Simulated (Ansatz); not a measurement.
## LiMgBN2 (I-4m2): how G0W0 depends on its starting point

How much of the starting functional survives in the G0W0 gap of LiMgBN2 (I-4m2)?

Calculated with Ansatz 0.2.0; G0W0 on several functionals, plane waves, PAW.

### Step 1. Starting point

Symmetry: I-4m2, No. 119, tetragonal system. Conventional cell: a = 3.819 Å, b = 3.819 Å, c = 8.887 Å, α = 90.00°, β = 90.00°, γ = 90.00°. Nearest to Li lie 4 N at 2.10 Å. Nearest to Mg lie 4 N at 2.10 Å. Nearest to B lie 2 N at 1.34 Å. N has 1 B at 1.34 Å and 2 Li at 2.10 Å and 2 Mg at 2.10 Å nearest. Farther neighbours and most contacts between anions are not listed.

Structure file:

```cif
data_structure
_symmetry_space_group_name_H-M 'P 1'
_symmetry_Int_Tables_number 1
_cell_length_a 5.1999
_cell_length_b 5.1999
_cell_length_c 5.1999
_cell_angle_alpha 136.908
_cell_angle_beta 136.908
_cell_angle_gamma 62.580
_cell_volume 64.82
loop_
_atom_site_label
_atom_site_type_symbol
_atom_site_fract_x
_atom_site_fract_y
_atom_site_fract_z
_atom_site_occupancy
Li1 Li 0.25000 0.75000 0.50000 1
Mg2 Mg 0.75000 0.25000 0.50000 1
B3 B 0.50000 0.50000 0.00000 1
N4 N 0.65126 0.65126 0.00000 1
N5 N 0.34874 0.34874 0.00000 1
```

The cell and positions are those that the Materials Project relaxed with its own functionals (PBE, PBE+U or r2SCAN), kept fixed.

### Step 2. G0W0 on LDA

Now the one-shot GW correction: screening in the RPA, then the self-energy of the levels asked for. This step takes PAW set soft_1 files.

This step: G0W0 on LDA, plane waves, PAW; PAW set soft_1.

input.yaml

```yaml
crystal:
  lattice:
    - [-1.909656, 1.909656, 4.443522]
    - [1.909656, -1.909656, 4.443522]
    - [1.909656, 1.909656, -4.443522]
  atoms:
    - { symbol: Li, position: [0.25, 0.75, 0.5] }
    - { symbol: Mg, position: [0.75, 0.25, 0.5] }
    - { symbol: B, position: [0.5, 0.5, 0.0] }
    - { symbol: "N", position: [0.6512635, 0.6512635, 0.0] }
    - { symbol: "N", position: [0.3487365, 0.3487365, 0.0] }
kpoints:
  mp_grid: { grid: [6, 6, 6] }
hamiltonian:
  xc: lda
  pseudopotentials: { kind: paw, azcp: { folder: soft_1 }, xc_functional: pbe }
scf:
  occupations: { method: fixed }
gw:
  n_empty_bands: 513
  ecut_chi: 230.0
  qp_bands: [v2, c2]
  qp_kpoints: band_edges
  screening: { model: contour_deformation }
```

The run is started by

```sh
$ ansatz run input.yaml --threads 3 --pin off --max-ram 92160MiB --backend cuda --events-out ev --progress --plain --runs-dir out --devices 1 --max-vram 13GiB
```

Numbers of over 12 decimals in the logs are rounded to 6 here.

The log of the run:

```text
GPUs: using 1 of 1 available (devices: 1).
Engine: ansatz 0.2.0, x86_64-unknown-linux-gnu
Pseudopotentials: kind: paw
Pseudopotential: Li, paw, valence charge 3, recommended cutoff 420 eV (normal), soft_1/Li.paw.azcp
Pseudopotential: Mg, paw, valence charge 10, recommended cutoff 420 eV (normal), soft_1/Mg.paw.azcp
Pseudopotential: B, paw, valence charge 3, recommended cutoff 420 eV (normal), soft_1/B.paw.azcp
Pseudopotential: N, paw, valence charge 5, recommended cutoff 420 eV (normal), soft_1/N.paw.azcp
Functional definition: SPW92
  exchange = slater_x
  correlation = pw_c
device memory: the entry about to start is reckoned to put 0.8 GiB on a device that reports 59.3 GiB free (of which the cap on the GPU budget leaves the run 13.0 GiB)
GPU FFT provider: cuFFT
GPU libraries: cuBLAS 13.8.2, cuFFT 12.4.0, cuSOLVER 12.3.4
Crystal: 5 atoms, lattice volume = 64.818 Å³
Basis set: ecut = 420 eV, 1283 PW (Γ)
Bands: 18, of which v1, the nominal top of the filled ones, is band 13 counted from 1 (12 counted from 0)
Symmetry: 8 space group operations
Space group: I-4m2 (ITA 119), of the structure as read, at distance tolerance 4.0e-5 Å
k-points: 30 of 216 (time reversal used)
Non-local potential: Li, projectors of the file, l = 0: 3, l = 1: 2, l = 2: 1
Non-local potential: Mg, projectors of the file, l = 0: 3, l = 1: 2, l = 2: 1
Non-local potential: B, projectors of the file, l = 0: 2, l = 1: 2, l = 2: 1
Non-local potential: N, projectors of the file, l = 0: 2, l = 1: 2, l = 2: 1
PAW form: soft (Blöchl's): semilocal exchange-correlation on the pseudo side does not see the compensation charge
PAW frozen core: Mg, regenerated for the run's functional, and the local potential with it (the file was generated under x = pbe(κ = 0.804, μ = 0.219515), c = pbe(β = 0.066725))
PAW frozen core: B, regenerated for the run's functional, and the local potential with it (the file was generated under x = pbe(κ = 0.804, μ = 0.219515), c = pbe(β = 0.066725))
PAW frozen core: N, regenerated for the run's functional, and the local potential with it (the file was generated under x = pbe(κ = 0.804, μ = 0.219515), c = pbe(β = 0.066725))
PAW one-centre angular grid: Li, 110 points (default); XC on 64 Gauss nodes
PAW one-centre angular grid: Mg, 110 points (default); XC on 64 Gauss nodes
PAW one-centre angular grid: B, 110 points (default); XC on 64 Gauss nodes
PAW one-centre angular grid: N, 110 points (default); XC on 64 Gauss nodes
Initial density: superposition of atomic densities (chi_scale 0.1, normalization cell, long waves kept (reshape's long-wave potential 0.02 eV rms))
Initial wavefunctions: pseudopotential atomic-orbital guess
GPU buffer pool allocated for 46656 grid points (all kernels)
GPU transforms: local potential and band sums: pruned to the plane-wave sphere, on 36×36×36
Functional: x = slater, c = lda
SCF iter   1: F=—  HF=-3008.439326 eV  |F-HF|=—  |Δ(HF+E_count)|=         —  Δρ=9.90e-2  dr2=8.75e0  ethr=3.10e-3  ⟨swp⟩=5.0  Hψ=2607  notcnv=0  defer=78
preconditioner: auto → none  [insulator: Δε(μ)=4.492 eV  Ē_g=13.361 eV  n_scr=14 (ndim 8)  ℏωp=18.4 eV  f_vac=0.001  ε∞_Penn≈2.9]
SCF iter   2: F=—  HF=-3006.353274 eV  |F-HF|=—  |Δ(HF+E_count)|=    2.09e0  Δρ=7.23e-2  dr2=2.65e0  ethr=3.10e-3  ⟨swp⟩=3.1  Hψ=1389  notcnv=0  defer=79
SCF iter   3: F=—  HF=-3005.683833 eV  |F-HF|=—  |Δ(HF+E_count)|=   6.69e-1  Δρ=1.87e-2  dr2=2.15e-1  ethr=3.10e-3  ⟨swp⟩=2.0  Hψ=1115  notcnv=0  defer=52
SCF iter   4: F=—  HF=-3005.629568 eV  |F-HF|=—  |Δ(HF+E_count)|=   5.43e-2  Δρ=3.54e-3  dr2=9.21e-3  ethr=8.25e-4  ⟨swp⟩=2.8  Hψ=809  notcnv=0  defer=84
SCF iter   5: F=—  HF=-3005.628337 eV  |F-HF|=—  |Δ(HF+E_count)|=   1.23e-3  Δρ=9.34e-4  dr2=3.24e-4  ethr=3.54e-5  ⟨swp⟩=2.0  Hψ=774  notcnv=0  defer=90
SCF iter   6: F=—  HF=-3005.628459 eV  |F-HF|=—  |Δ(HF+E_count)|=   1.22e-4  Δρ=2.02e-4  dr2=1.67e-5  ethr=1.25e-6  ⟨swp⟩=2.0  Hψ=957  notcnv=0  defer=90
SCF iter   7: F=—  HF=-3005.628472 eV  |F-HF|=—  |Δ(HF+E_count)|=   1.34e-5  Δρ=1.82e-5  dr2=1.10e-7  ethr=6.41e-8  ⟨swp⟩=2.2  Hψ=811  notcnv=0  defer=49
SCF iter   8: F=-3005.628472 eV  HF=-3005.628472 eV  |F-HF|=1.08e-9  |Δ(HF+E_count)|=   1.20e-7  Δρ=1.36e-6  dr2=1.91e-9  ethr=3.85e-10  ⟨swp⟩=8.5  Hψ=2144  notcnv=0
SCF 1 converged in 8 iterations: F = -3005.628472 eV  dr2 = 1.91e-9
  greatest PAW one-centre occupation: 1.000 electrons in one spin orbital (limit 2), on the Li atom at site 0 (counted from 0), in its partial waves of l = 0
device memory: the entry about to start is reckoned to put 0.8 GiB (of the 0.9 GiB reckoned in all, the device holds 0.1 GiB already) on a device that reports 59.3 GiB free (of which the cap on the GPU budget leaves the run 13.0 GiB)
NSCF: frozen V_eff on 30 k-points, pencils in batches of 32, up to order 72
the band table was solved once the SCF had ended and its energy, with any forces and stress, was formed, with the checks that follow a solve (2856 applications of the Hamiltonian). They found nothing against the state; the energy, forces and stress were not computed again (output.eigenvalues in the input reference)
device memory: the entry about to start is reckoned to put 5.3 GiB on a device that reports 64.4 GiB free (of which the cap on the GPU budget leaves the run 13.0 GiB)
NSCF: frozen V_eff on 30 k-points
G₀W₀ screening: q 1/30
[... further progress lines ...]
device memory: the entry about to start is reckoned to put 0.4 GiB on a device that reports 49.0 GiB free (of which the cap on the GPU budget leaves the run 13.0 GiB)
NSCF: frozen V_eff on 1 k-points
device memory: the entry about to start is reckoned to put 0.4 GiB on a device that reports 49.0 GiB free (of which the cap on the GPU budget leaves the run 13.0 GiB)
NSCF: frozen V_eff on 1 k-points
device memory: the entry about to start is reckoned to put 0.4 GiB on a device that reports 49.0 GiB free (of which the cap on the GPU budget leaves the run 13.0 GiB)
NSCF: frozen V_eff on 1 k-points
SCF converged after 8 iterations
Free energy (F): -3005.628472 eV
Harris-Foulkes:  -3005.628472 eV  (|F-HF|=1.08e-9)
Internal energy: -3005.628472 eV  (E = F + TS)
E sigma→0 (E₀):  -3005.628472 eV
Fermi energy:    2.783955 eV
--- Per-component energies (eV) ---
  E_band       = -483.675656
  E_kinetic    = 393.081100
  E_local      = -2695.431404  (includes V_loc(G=0)·N_el)
  E_nonlocal   = 258.496427
  E_hartree    = 949.377580
  E_xc         = -184.583004
  E_vxc        = -232.930854  (∫ρ·V_xc dr)
  E_paw        = -611.336725  (= ΣΔE_a)
  E_vpaw       = -105.647033  (= ΣTr[D̂ρ^β])
  E_aug_tail   = 0.001917  (compensation charges beyond the density's cutoff)
  E_ewald      = -1115.590766
  E_core_change = 0.356402  (= ΣΔE_core)
  E_smearing   = -0.000000  (= −TS)
  E_closure    = -0.000000  (closes the sum)
  Σ components = -3005.628472   (vs F -3005.628472, Δ=0.00e0)
--- Band table (eV; the first three rows and the last of 30) ---
  k-point 0: bands = [... 9 lower, 0.6611, 0.6611, 1.4030, 1.4030, 5.1908, 8.5787, 10.5186, 10.5186, ... 1 higher]
  k-point 1: bands = [... 9 lower, 0.1277, 0.4358, 1.2500, 1.8170, 6.2897, 9.3237, 9.7180, 9.8328, ... 1 higher]
  k-point 2: bands = [... 9 lower, -0.4431, -0.0042, 0.9712, 2.2059, 7.3750, 9.3106, 9.4042, 10.7831, ... 1 higher]
  k-point 29: bands = [... 9 lower, -0.1430, -0.1430, 2.7840, 2.7840, 6.0496, 8.9403, 9.2158, 9.2158, ... 1 higher]
--- G₀W₀: contour deformation, 7 samples at zero and on the imaginary axis and 3 off it, 216 q-points, 513 empty bands' worth ---
  eigenvalues of the whole cell's RPA ε∞ on this k-mesh (on a slab, of 1 + 4πα/V) = 2.7174, 2.7174, 3.6139; static W/v taken at q = 0 is 0.339301
  bands read: the sum over 526 bands ends inside a degenerate multiplet in 2 slots, whose members it reads at an even weight; the widest, k=0: bands 526 to 527 (counted from 1) at 1/2 each
  gw.qp_kpoints: band_edges: 15 of 30 stored k-points solved, in 1 pass; an edge of the gap read off the rows below is read off those points alone
    valence top: of the k-points left out ik 6 came nearest to being solved in a further pass, in band 13 (counted from 1, as in the quasiparticle table): it holds the edge there only if its correction is more favourable than any solved in that band by at least 0.543 eV; those differ by 0.108 eV
    conduction bottom: of the k-points left out ik 4 came nearest to being solved in a further pass, in band 14 (counted from 1, as in the quasiparticle table): it holds the edge there only if its correction is more favourable than any solved in that band by at least 0.629 eV; those differ by 0.355 eV
    ik  band        ε_KS         Σx   Σc(E_QP)       V_xc       Z   E_QP_lin       E_QP  E_QP is
     0    12      1.4030   -19.7022     2.7308   -15.6786  0.7595     0.0826     0.1102  root
     0    13      1.4030   -19.7022     2.7308   -15.6786  0.7595     0.0826     0.1102  root
     0    14      5.1908    -5.4053    -3.3557    -9.5123  0.8335     5.9469     5.9421  root
     0    15      8.5787    -3.8729    -3.8766    -8.7852  0.8285     9.6275     9.6144  root
     3    12      0.8448   -19.3674     2.9180   -15.0613  0.7553    -0.5803    -0.5433  root
     3    13      2.3253   -20.0105     2.4026   -16.3509  0.7686     1.0472     1.0684  root
     3    14      7.6192    -3.3555    -3.5447    -7.6261  0.8353     8.3506     8.3451  root
     3    15      8.3141    -6.5812    -4.1831   -12.0433  0.8059     9.6118     9.5930  root
    11    12      1.6635   -19.9426     2.6344   -15.9871  0.7638     0.3161     0.3425  root
    11    13      2.1439   -20.2123     2.4927   -16.4804  0.7649     0.8835     0.9049  root
    11    14      7.9295    -6.3726    -3.8073   -11.2612  0.8111     9.0242     9.0107  root
    11    15      8.3004    -5.7248    -3.8977   -10.6278  0.8127     9.3186     9.3056  root
    15    12      1.8614   -19.9046     2.5315   -16.1165  0.7638     0.5817     0.6049  root
    15    13      1.8614   -19.9046     2.5315   -16.1165  0.7638     0.5817     0.6049  root
    15    14      5.4510    -5.6216    -3.3353    -9.7305  0.8315     6.2298     6.2246  root
    15    15      8.5919    -4.3279    -3.9213    -9.2593  0.8253     9.6144     9.6019  root
    16    12      1.6779   -19.4390     2.5447   -15.5947  0.7650     0.3525     0.3783  root
    16    13      1.7659   -19.8277     2.5775   -15.9477  0.7647     0.4380     0.4634  root
    16    14      7.9733    -4.4763    -3.5966    -8.9160  0.8228     8.8243     8.8163  root
    16    15      8.7538    -6.7001    -4.1880   -12.1157  0.8001    10.0009     9.9814  root
    18    12      1.9284   -20.0038     2.5390   -16.1787  0.7657     0.6186     0.6423  root
    18    13      2.3306   -20.3257     2.4274   -16.6725  0.7661     1.0846     1.1049  root
    18    14      7.0244    -5.7541    -3.5652   -10.2582  0.8211     7.9725     7.9633  root
    18    15      9.0085    -6.3670    -4.2229   -11.7783  0.8030    10.2152    10.1968  root
[...]
28    12      2.3397   -20.4186     2.4479   -16.7303  0.7665     1.0787     1.0994  root
    28    13      2.6662   -20.4612     2.3189   -16.9306  0.7685     1.4359     1.4544  root
    28    14      6.6111    -5.4490    -3.4689    -9.8169  0.8251     7.5182     7.5101  root
    28    15      8.8969    -6.2467    -4.4177   -12.0102  0.8035    10.2651    10.2426  root
    29    12      2.7840   -20.6322     2.2900   -17.1471  0.7683     1.5713     1.5889  root
    29    13      2.7840   -20.6322     2.2900   -17.1471  0.7683     1.5713     1.5889  root
    29    14      6.0496    -5.2136    -3.3667    -9.4016  0.8314     6.8772     6.8708  root
    29    15      8.9403    -6.4304    -4.0787   -11.5477  0.8107     9.9918     9.9788  root
```

Run time: 2.2 min. Hardware: 1 × NVIDIA H100 80GB HBM3 (shared by 6 runs) with 3 threads of AMD EPYC 7R13 (Zen 3), shared host; peak memory 3.1 GiB.

Reading the cycles: dr2 is the Hartree energy of the density residual (eV), the measure of convergence; HF is the Harris–Foulkes estimate of the energy, which meets the free energy F at convergence.

This step gave:

| Property | Result |
| --- | --- |
| bands summed | 526 |
| RPA ε∞ on this mesh (eigenvalues) | 2.717, 2.717, 3.614 |
| plane waves in the screening matrix | 527 |
| q-points in the mesh | 216 |
| G0W0 gap on the mesh | 4.353 eV |
| k of the valence top | -0.5, -0.5, -0.5 |
| k of the conduction bottom | 0, 0, 0 |
| starting gap on the mesh | 2.407 eV |
| Z at the valence top | 0.7683 |
| Z at the conduction bottom | 0.8335 |
| least direct G0W0 gap on the computed points | 5.282 eV |

The gap on the mesh goes from 2.41 eV to 4.35 eV, a correction of +1.95 eV. Between the two edge states, bare exchange in place of the xc potential would open the gap by 7.59 eV, and correlation takes back 5.65 eV.

(Continued in part 2 of 2.)

[Paths, hosts, dates, memory and timing lines, banners, echoed tables and standing remarks are left out of the program output.]

[Logs are printed without paths, hosts, clocks, repeated set-up lines and the standing remarks that a program may print on its own settings, such as how far it seeks lower states.]

[Runs of the session that timed out or met a known fault of the program may be left out.]

[Cells called generated may have been cut or substituted from an entry of the Crystallography Open Database or the Materials Project.]

[Hosts, paths, dates, database ids (printed as entryN), source tags and the programs' standing remarks are cut or masked in the printed files.]
